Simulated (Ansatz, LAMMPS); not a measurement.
# Site preference of a vacancy of In in In2O3 with crystalline order left by the classical run (100 atoms), part 2 of 3

Aim: make a vacancy of In at several sites of In2O3 with crystalline order left by the classical run (100 atoms), relax each, and compare their energies.

Ansatz 0.2.0; Kohn-Sham DFT, revPBE, PAW (set soft_1), plane waves.

The cell: 40 In and 60 O. The quench rate of 20 K/ps far exceeds what a furnace or splat quench reaches. The starting topology of bonds comes from the classical model. Only the Γ point is sampled, in a cell whose shortest periodic width is 11 Å.

So far. Step 2 (Single point at the start): The r.m.s. force at the start is 0.23 eV/Å. Step 3 (Relaxation): The relaxation converged after 5 steps, 0.975 eV below its start, with a largest force component of 0.034 eV/Å.

## 4. Single point at the relaxed geometry

The electronic structure is read at the final geometry, in a run of its own.

File input.yaml:

```yaml
crystal:
  lattice:
    - [11.16156, 0.0, 0.0]
    - [0.0, 11.16156, 0.0]
    - [0.0, 0.0, 11.16156]
  atoms:
    - { symbol: In, position: [0.90882, 0.38719, 0.97988] }
    - { symbol: In, position: [0.01472, 0.39762, 0.70438] }
    - { symbol: In, position: [0.7716, 0.90017, 0.54801] }
    - { symbol: In, position: [0.57548, 0.36858, 0.15126] }
    - { symbol: In, position: [0.85657, 0.64677, 0.77976] }
    - { symbol: In, position: [0.30114, 0.12218, 0.23749] }
    [... 88 atom lines left out ...]
    - { symbol: O, position: [0.41426, 0.25726, 0.14535] }
    - { symbol: O, position: [0.27786, 0.79229, 0.88276] }
    - { symbol: O, position: [0.79936, 0.21766, 0.52524] }
    - { symbol: O, position: [0.33302, 0.54314, 0.45978] }
    - { symbol: O, position: [0.99851, 0.44445, 0.15564] }
    - { symbol: O, position: [0.65549, 0.95662, 0.38535] }
kpoints:
  mp_grid: { grid: [1, 1, 1] }
hamiltonian:
  xc: revpbe
  pseudopotentials: { kind: paw, azcp: { folder: soft_1 } }
scf:
  occupations: { method: fermi_dirac, width: 0.05 }
output:
  forces: true
  stress: true
  populations: true
  dos:
    method: { smearing: { sigma: 0.1 } }
    de: 0.1
    projected: { site_lists: { In: [In], O: [O] } }
  eigenvalues: true
  write_density: true
  write_potential: true
  volumetric_format: npy
```

Command:

```
ansatz run input.yaml --threads 4 --pin off --max-ram 8192MiB --backend cpu --events-out ev --progress --plain --runs-dir out
```

Numbers of over 12 decimals in the logs are rounded to 6 here.

The program printed:

```text
[...]
Crystal: 100 atoms, lattice volume = 1390.512 Å³
Basis set: ecut = 420 eV, 27201 PW (Γ), exchange–correlation on 150×150×150 points (8 copies of the dense FFT grid, shifted against one another)
Bands: 540, of which v1, the nominal top of the filled ones, is band 440 counted from 1 (439 counted from 0)
Symmetry: 1 space group operations
[...]
k-points: 1
[...]
SCF iter   1: F=—  HF=-258283.228454 eV  |F-HF|=—  |Δ(HF+E_count)|=         —  Δρ=6.47e-2  dr2=4.32e1  ethr=3.10e-3  ⟨swp⟩=6.0  Hψ=1993  notcnv=0
[...]
SCF iter  10: F=-258273.033341 eV  HF=-258273.033341 eV  |F-HF|=2.44e-8  |Δ(HF+E_count)|=   3.06e-7  Δρ=1.13e-6  dr2=2.07e-8  ethr=1.14e-11  ⟨swp⟩=16.0  Hψ=4159  notcnv=0
SCF 1 converged in 10 iterations: F = -258273.033341 eV  dr2 = 2.07e-8
[...]
SCF converged after 10 iterations
Free energy (F): -258273.033341 eV
[...]
Internal energy: -258273.019840 eV  (E = F + TS)
E sigma→0 (E₀):  -258273.026591 eV
Entropy (-TS):   -0.013501 eV (-0.135 meV/atom)
Fermi energy:    8.376441 eV
[...]
--- Forces (eV/Å), atoms counted from 1 ---
  atom   1  In    -0.00651489    -0.00682431     0.01372956
  atom   2  In    -0.00865205    -0.01380497     0.02200250
  atom   3  In     0.01027704    -0.01504949     0.01001050
  atom   4  In     0.00345423    -0.00579563     0.00358565
  atom   5  In    -0.00029831     0.00680476     0.00846331
  atom   6  In     0.00364900    -0.01411947     0.01369763
  atom   7  In     0.00418286     0.01509618     0.01519220
  atom   8  In    -0.00229348    -0.00838517     0.00902039
  atom   9  In    -0.00012952     0.00080172    -0.00162556
  atom  10  In     0.01438955     0.00643871    -0.01039655
  atom  11  In    -0.00248178    -0.00991862    -0.00078842
  atom  12  In    -0.00695804    -0.01022164     0.01591751
  atom  13  In     0.00591516     0.00324374    -0.00851241
  atom  14  In     0.00142798    -0.00602600    -0.00921004
[...]
atom  99  O      0.00661512    -0.00087665    -0.01678052
  atom 100  O     -0.03412484    -0.02462073    -0.01338575
  max |Σ_I F_I| component: 9.83e-6 eV/Å
--- Stress (GPa, compression-positive) ---
        5.633996      -0.000888       0.416050
       -0.000888      -5.869281      -0.000319
        0.416050      -0.000319       0.571833
  P = ⅓ Tr σ = 0.1122 GPa (1.122 kbar)
--- Band table (eV) ---
[...]
--- Löwdin populations: 100 sites ---
  site symbol       q [e]
     0     In     11.7904
     1     In     11.8260
     2     In     11.8246
[...]
99      O      6.7192
  spilling = 0.003290 (of n_electrons = 880.000000)
```

Run time: 16 s. Hardware: 4 threads of Intel Xeon 6975P-C (Granite Rapids), shared host; peak memory 2.2 GiB; 60 s of CPU time.

Read from the output:

* free energy: -258273.0333 eV
* free energy per atom: -2582.7303 eV/atom
* SCF cycles: 10
* pressure: 0.1122 GPa
* r.m.s. force component: 0.01006 eV/Å
* longest force: 0.04416 eV/Å
* Fermi energy: 8.376 eV
* gap (highest filled to lowest empty level): 0.4786 eV
* spilling of the projection: 0.00329

Löwdin charges by element and coordination (they lack the spilled electrons, 0.029 e an atom on average):

| element | coordination | atoms | mean charge (e) | spread | least | most |
| --- | --- | --- | --- | --- | --- | --- |
| In | all | 40 | 1.18 | 0.0122 | 1.15 | 1.21 |
| In | 4 | 2 | 1.18 | 0 | 1.18 | 1.18 |
| In | 5 | 6 | 1.20 | 0.0154 | 1.17 | 1.21 |
| In | 6 | 32 | 1.17 | 0.0071 | 1.15 | 1.18 |
| O | all | 60 | -0.736 | 0.0103 | -0.757 | -0.717 |
| O | 3 | 10 | -0.741 | 0.0131 | -0.757 | -0.719 |
| O | 4 | 50 | -0.735 | 0.0093 | -0.755 | -0.717 |

States in the cell by windows of 1 eV, zero at the Fermi level; the larger projections on atomic orbitals stand beside the total:

| from (eV) | to (eV) | total | O p | In p | In s |
| --- | --- | --- | --- | --- | --- |
| -10 | -7 | 0.0 | 0.0 | 0.0 | 0.0 |
| -7 | -6 | 0.2 | 0.1 | 0.0 | 0.1 |
| -6 | -5 | 30.7 | 18.5 | 1.4 | 9.7 |
| -5 | -4 | 42.4 | 26.5 | 2.9 | 10.4 |
| -4 | -3 | 55.7 | 40.8 | 9.6 | 2.7 |
| -3 | -2 | 69.9 | 58.3 | 8.6 | 0.9 |
| -2 | -1 | 87.8 | 79.5 | 4.8 | 0.6 |
| -1 | 0 | 73.4 | 70.1 | 0.8 | 0.2 |
| 0 | 1 | 2.0 | 0.1 | 0.0 | 1.3 |
| 1 | 2 | 0.0 | 0.0 | 0.0 | 0.0 |
| 2 | 3 | 6.3 | 2.1 | 1.2 | 2.0 |
| 3 | 4 | 12.3 | 4.0 | 2.2 | 4.3 |
| 4 | 5 | 34.2 | 10.8 | 5.0 | 15.1 |

Between -18 and -10 eV lie 520 more states.

The levels nearest the highest filled one (over half full), pooled over k-points and spins:

| level less the highest filled one (eV) | occupation |
| --- | --- |
| -0.171 | 2 |
| -0.148 | 2.00 |
| -0.116 | 2.00 |
| -0.0761 | 2.00 |
| -0.0706 | 2.00 |
| 0 | 1.99 |
| 0.479 | 0.022 |
| 2.99 | 0 |
| 3.10 | 0 |
| 3.20 | 0 |
| 3.28 | 0 |
| 3.42 | 0 |

Electrostatic potential energy in the ab plane at fractional z = 0.385, with atoms of In and O within 0.2 Å of it. With pseudopotentials it is smooth inside the atoms' cores, unlike the true potential.

Ten even steps from '_' (-28 eV) to '@' (14 eV), each cell a mean:
```
%%%%##%%%%@@@@@@@@@@@@@@%%%%@@@@@@@@%%..____**@@@@@@++____::%%
**--::::++%%@@@@@@@@@@%%##%%%%@@@@@@%%::__..##@@@@@@**....==%%
--______::**%%@@@@@@%%##****##%%@@@@@@%%##%%@@%%%%%%%%%%%%%%##
::______..**@@@@@@@@%%%%####%%@@@@@@@@@@@@@@@@%%%%%%%%@@@@@@##
**--..::++%%@@@@@@@@@@@@%%%%**++%%@@@@@@@@@@@@%%%%%%@@@@@@@@%%
%%%%####%%%%##@@@@@@@@@@@@++____--@@@@@@@@@@%%**##@@@@@@@@@@@@
@@@@@@@@@@**==##@@@@@@@@@@**..__==%%%%##%%%%%%++**@@@@@@@@@@@@
@@@@@@@@@@%%##%%@@@@%%%%@@@@%%##%%**--::::++%%%%@@@@%%##**##%%
%%@@@@@@@@@@@@@@@@%%%%%%%%@@@@@@##--______..**%%@@%%**--::==**
%%@@@@@@@@@@@@@@@@%%%%%%%%@@@@@@##::______..**%%@@%%++::::--**
##--::++@@@@@@@@@@@@%%%%@@@@@@@@%%**::....==##%%%%%%##**++**%%
**____..%%@@@@@@@@@@@@@@@@@@@@@@@@%%######%%##::..--%%%%%%%%@@
%%==::++%%@@@@@@@@@@@@%%%%%%%%@@@@@@@@@@@@@@**______##@@@@@@@@
@@@@%%####%%%%@@@@@@%%##++++**%%@@@@@@@@@@@@%%==::++@@@@@@@@@@
@@%%##++==**##@@@@@@%%++----==##@@@@@@@@@@@@@@@@@@@@@@@@@@@@@@
@@%%**==--++##@@@@@@%%**====++%%@@@@@@@@@@@@@@@@@@@@@@@@@@@@@@
@@@@%%****##%%**====%%%%####%%@@@@@@@@@@@@@@@@@@@@@@@@@@@@@@@@
@@@@@@%%%%@@%%::____++@@@@@@@@@@@@@@@@@@%%%%@@@@@@@@@@@@@@@@%%
%%@@@@@@@@@@@@==....**@@@@@@@@@@@@@@%%**====**%%@@@@@@@@@@%%**
%%@@@@@@@@@@@@@@%%%%@@@@@@@@@@@@@@%%++..____..++%%@@@@@@@@%%%%
%%%%@@@@@@@@@@@@@@@@@@@@@@@@@@@@@@%%==________==%%@@@@@@%%####
%%@@@@@@@@@@@@@@@@@@@@@@@@@@@@@@@@%%**::____::**%%@@@@@@%%%%%%
@@@@@@@@@@@@@@@@@@@@@@@@@@@@@@@@@@@@%%##++++##%%@@@@@@@@@@@@@@
@@@@@@@@@@@@@@@@@@@@@@@@@@@@@@@@@@@@@@**--++%%@@@@@@@@++==##@@
```
Columns run along a (11.2 Å; values clipped at the 3rd and 97th percentile), rows up along b (11.2 Å). Atoms in or near the plane, at fractional coordinates: In at (0.63, 0.61), In at (0.67, 0.14), In at (0.07, 0.87), O at (0.78, 0.47), O at (0.27, 0.25), O at (0.90, 0.96), O at (0.07, 0.51), O at (0.66, 0.96).

Valence density in the ab plane at fractional z = 0.385, with atoms of In and O within 0.2 Å of it. It is the smooth field of the valence electrons, not physical close to the nuclei.

Ten steps, logarithmic in the rise over the least value, from '0' (0.02 × 1e0 e/Å³) to '9' (8.20 × 1e0 e/Å³), each cell a mean:
```
2232210001244431125898632368974
4676420000234321124788532358874
6899631000123321112454322234543
6899631000123333211111222222122
3676433210012456421001233321112
2233345421013688742112455421122
1112466531113588643223565422222
1111345432112355445764444323332
2111223222222222368997322235653
3343211123432111268997322236653
5776411124443111246774344434433
6897421123432222322333578742223
4776420012222233321113689852112
2344321001124433211002467642001
1234432111235542110001233321000
1134543333334432110000011110000
2223334576432221111100000000122
4321124799631111122211110001234
5310014688531000122355321001345
4210002344310000124788741001244
2100000111100000025899852001233
1100000000000000013688631001122
1111110000112210012455321123322
1112210000234321013566421246653
```
Columns run along a (11.2 Å), rows up along b (11.2 Å). Atoms in or near the plane, at fractional coordinates: In at (0.63, 0.61), In at (0.67, 0.14), In at (0.07, 0.87), O at (0.78, 0.47), O at (0.27, 0.25), O at (0.90, 0.96), O at (0.07, 0.51), O at (0.66, 0.96).

The highest filled and lowest empty levels differ by 0.479 eV (at Γ alone); a semilocal functional tends to put such gaps too low. In a disordered cell it changes from sample to sample, and tail or defect levels can set it. Mean Löwdin charges: In +1.18, O -0.74 e (they miss 0.33 % of the electrons, so they add up to more than the cell's charge). The largest share in the top eV of filled states is O p (96 % of the projected weight), and in the lowest eV of empty states In s (67 % of the projected weight).

## 5. Vacancy of In, site In15

The site has 4 bonded neighbours (O4) at 2.11 Å on average, by cutoffs that count no bonds between two metal atoms or like ions. The change is made in the relaxed cell and the atoms are relaxed again.

input.yaml, the sections that differ from step 4:

```yaml
crystal:
  lattice:
    - [11.16156, 0.0, 0.0]
    - [0.0, 11.16156, 0.0]
    - [0.0, 0.0, 11.16156]
  atoms:
    [... atom lines 1 to 11 left out ...]
    - { symbol: In, position: [0.01294, 0.10271, 0.16076] }
    - { symbol: In, position: [0.18436, 0.63347, 0.5237] }
    - { symbol: In, position: [0.46592, 0.13755, 0.98822] }
    - { symbol: In, position: [0.79831, 0.8483, 0.27377] }
    - { symbol: In, position: [0.90725, 0.61029, 0.45032] }
    - { symbol: In, position: [0.22049, 0.87483, 0.06544] }
    - { symbol: In, position: [0.62935, 0.90973, 0.80775] }
    [... atom lines 19 to 99 left out ...]
output:
  forces: true
  eigenvalues: true
relax:
  f_tol: 0.05
  max_steps: 90
# kpoints, hamiltonian, scf: as in step 4
```

The program printed:

```text
[...]
Crystal: 99 atoms, lattice volume = 1390.512 Å³
Basis set: ecut = 420 eV, 27201 PW (Γ), exchange–correlation on 150×150×150 points (8 copies of the dense FFT grid, shifted against one another)
Bands: 533, of which v1, the nominal top of the filled ones, is band 434 counted from 1 (433 counted from 0)
Symmetry: 1 space group operations
[...]
k-points: 1
[...]
SCF iter   1: F=—  HF=-252676.355094 eV  |F-HF|=—  |Δ(HF+E_count)|=         —  Δρ=8.31e-2  dr2=1.27e2  ethr=3.10e-3  ⟨swp⟩=6.0  Hψ=1970  notcnv=0
[...]
SCF iter  21: F=-252661.389326 eV  HF=-252661.389346 eV  |F-HF|=2.07e-5  |Δ(HF+E_count)|=   3.32e-6  Δρ=4.30e-5  dr2=2.55e-5  ethr=7.21e-9  ⟨swp⟩=11.0  Hψ=2454  notcnv=0
SCF 1 converged in 21 iterations: F = -252661.389326 eV  dr2 = 2.55e-5
[...]
relax step   1: F+E_penalty+E_count = -252661.38932577 eV  Δ(F+E_penalty+E_count) = +0.000e0 eV  max|allowed force component| = 1.089e0 eV/Å  Δτ_max = 0.0000 Å  (21 SCF iters, dr2 threshold 6.25e-5 eV, accepted)
[...]
relax step   2: F+E_penalty+E_count = -252662.20566503 eV  Δ(F+E_penalty+E_count) = -8.163e-1 eV  max|allowed force component| = 7.332e-1 eV/Å  Δτ_max = 0.1948 Å  (12 SCF iters, dr2 threshold 7.41e-5 eV, accepted)
[...]
relax step   3: F+E_penalty+E_count = -252662.52455178 eV  Δ(F+E_penalty+E_count) = -3.189e-1 eV  max|allowed force component| = 3.074e-1 eV/Å  Δτ_max = 0.1965 Å  (10 SCF iters, dr2 threshold 3.36e-5 eV, accepted)
relax step   4: F+E_penalty+E_count = -252662.66698377 eV  Δ(F+E_penalty+E_count) = -1.424e-1 eV  max|allowed force component| = 1.681e-1 eV/Å  Δτ_max = 0.2000 Å  (10 SCF iters, dr2 threshold 1.66e-5 eV, accepted)
relax step   5: F+E_penalty+E_count = -252662.71800437 eV  Δ(F+E_penalty+E_count) = -5.102e-2 eV  max|allowed force component| = 6.483e-2 eV/Å  Δτ_max = 0.2000 Å  (11 SCF iters, dr2 threshold 4.97e-6 eV, accepted)
[...]
relax step   6: F+E_penalty+E_count = -252662.72519743 eV  Δ(F+E_penalty+E_count) = -7.193e-3 eV  max|allowed force component| = 3.018e-2 eV/Å  Δτ_max = 0.1083 Å  (13 SCF iters, accepted)
SCF converged after 13 iterations
Free energy (F): -252662.725197 eV
[...]
Internal energy: -252662.385384 eV  (E = F + TS)
E sigma→0 (E₀):  -252662.555291 eV
Entropy (-TS):   -0.339814 eV (-3.432 meV/atom)
Fermi energy:    7.803170 eV
[...]
--- Forces (eV/Å), atoms counted from 1 ---
  atom   1  In    -0.01041117     0.02112781     0.02701171
  atom   2  In    -0.00834474    -0.00583836     0.01767380
  atom   3  In    -0.00898858     0.00428257    -0.00251651
  atom   4  In    -0.00175937     0.00248685    -0.00452431
  atom   5  In    -0.00879480     0.00081809     0.00483515
  atom   6  In     0.00604447    -0.01258057     0.00138543
  atom   7  In    -0.00769038    -0.00353088     0.00583244
  atom   8  In     0.01319016     0.00663984    -0.00198560
  atom   9  In     0.00709056     0.00162186     0.00251519
  atom  10  In     0.00283815    -0.00957831     0.00938104
  atom  11  In    -0.00080465    -0.01393068    -0.00993846
  atom  12  In     0.01176807    -0.02652589    -0.00009105
  atom  13  In     0.00279632     0.01034140    -0.01619953
  atom  14  In    -0.00780215    -0.00888637     0.01255001
[...]
atom  98  O      0.00486997    -0.00637652    -0.00968768
  atom  99  O      0.01831852     0.00071297     0.00107331
  max |Σ_I F_I| component: 4.74e-5 eV/Å
--- Band table (eV) ---
[...]
--- Relaxed structure (6 steps of the walk, 6 accepted, 0 SCFs on fresh bases) ---
  F+E_penalty+E_count = -252662.72519743 eV   max|allowed force component| = 3.018e-2 eV/Å
  atoms:
    - { symbol: In, position: [0.910306, 0.389263, 0.977398] }
    - { symbol: In, position: [0.019917, 0.397822, 0.708948] }
    - { symbol: In, position: [0.770110, 0.901564, 0.548719] }
    - { symbol: In, position: [0.572652, 0.366701, 0.151968] }
[...]
- { symbol: O, position: [0.658918, 0.959283, 0.388329] }
```

Elapsed: 92 s, on 4 threads; peak memory 2.2 GiB; 5.8 min of CPU time.

The relaxation converged after 6 steps, 1.34 eV below its start, with a largest force component of 0.030 eV/Å.

The surroundings of the place of the removed atom, after relaxation: 10 atoms, nearest first, with positions taken from that point. Atoms keep their numbers of the cell before the removal, where the removed atom was number 15.

| atom | x | y | z | distance (Å) | bonds |
| --- | --- | --- | --- | --- | --- |
| O57 | -1.05 | -1.48 | 0.97 | 2.06 | 3 |
| O51 | 0.24 | -1.12 | -1.83 | 2.16 | 3 |
| O56 | -0.25 | 2.35 | -0.35 | 2.39 | 3 |
| O60 | 0.02 | 1.17 | 2.82 | 3.05 | 4 |
| O44 | 1.94 | -1.27 | 2.01 | 3.06 | 4 |
| In12 | -1.61 | -0.24 | 2.70 | 3.15 | 6 |
| O74 | 2.54 | 1.98 | 0.02 | 3.22 | 4 |
| In35 | 1.07 | 2.60 | 1.59 | 3.23 | 6 |
| In18 | 0.53 | -2.80 | 1.78 | 3.36 | 6 |
| In14 | 3.27 | 0.08 | 1.04 | 3.43 | 6 |

The column of bonds counts only the pairs O-In within 2.77 Å; other neighbours, such as metal atoms beside each other in a compound, aren't counted, and periodic images can show an atom twice.

The largest move is 0.86 Å, by O44.

## 6. Vacancy of In, site In20

The site has 6 bonded neighbours (O6) at 2.27 Å on average. 

Input and log are left out; they have the form of those shown for this kind of step.

The job ended after 92 s (4 threads of Intel Xeon 6975P-C (Granite Rapids), shared host; peak memory 2.2 GiB; 5.8 min of CPU time).

The relaxation converged after 6 steps, 1.72 eV below its start, with a largest force component of 0.037 eV/Å.

The surroundings of the place of the removed atom, after relaxation: 15 atoms, nearest first, with positions taken from that point. Atoms keep their numbers of the cell before the removal, where the removed atom was number 20.

| atom | x | y | z | distance (Å) | bonds |
| --- | --- | --- | --- | --- | --- |
| O59 | -1.55 | 1.64 | -0.26 | 2.27 | 3 |
| O97 | 0.87 | -2.07 | -0.39 | 2.28 | 3 |
| O78 | -0.99 | -1.38 | 1.96 | 2.60 | 3 |
| O94 | 1.91 | 1.69 | 0.66 | 2.63 | 3 |
| O55 | 0.76 | 1.21 | -2.37 | 2.77 | 3 |
| O49 | -2.18 | -1.81 | -0.98 | 3.00 | 3 |
| In25 | -2.95 | 0.11 | -0.86 | 3.07 | 5 |
| In7 | 0.79 | -2.65 | 1.79 | 3.30 | 6 |
| In27 | -0.55 | -2.70 | -1.82 | 3.31 | 4 |
| O41 | -0.25 | 1.73 | 2.93 | 3.41 | 4 |
| In24 | -0.96 | 2.49 | -2.16 | 3.44 | 6 |
| In2 | 3.16 | 0.16 | 1.40 | 3.46 | 5 |
| In17 | 2.09 | 2.49 | -1.29 | 3.50 | 6 |
| O87 | 2.02 | -1.16 | 2.66 | 3.53 | 3 |
| In11 | -1.57 | 2.84 | 1.48 | 3.56 | 6 |

The column of bonds counts only the pairs O-In within 2.77 Å; other neighbours, such as metal atoms beside each other in a compound, aren't counted, and periodic images can show an atom twice.

The largest move is 0.60 Å, by In25.

## 7. Vacancy of In, site In32

The site has 6 bonded neighbours (O6) at 2.23 Å on average. 

Input and log are left out; they have the form of those shown for this kind of step.

Run time: 3.4 min. Hardware: 4 threads of Intel Xeon 6975P-C (Granite Rapids), shared host; peak memory 2.2 GiB; 13 min of CPU time.

The relaxation converged after 16 steps, 2.51 eV below its start, with a largest force component of 0.038 eV/Å.

[end of part 2 of 3]

[Logs are printed without paths, hosts, clocks, repeated set-up lines and the standing remarks that a program may print on its own settings, such as how far it seeks lower states.]

[Hosts, paths, dates, database ids (printed as entryN), source tags and the programs' standing remarks are cut or masked in the printed files.]
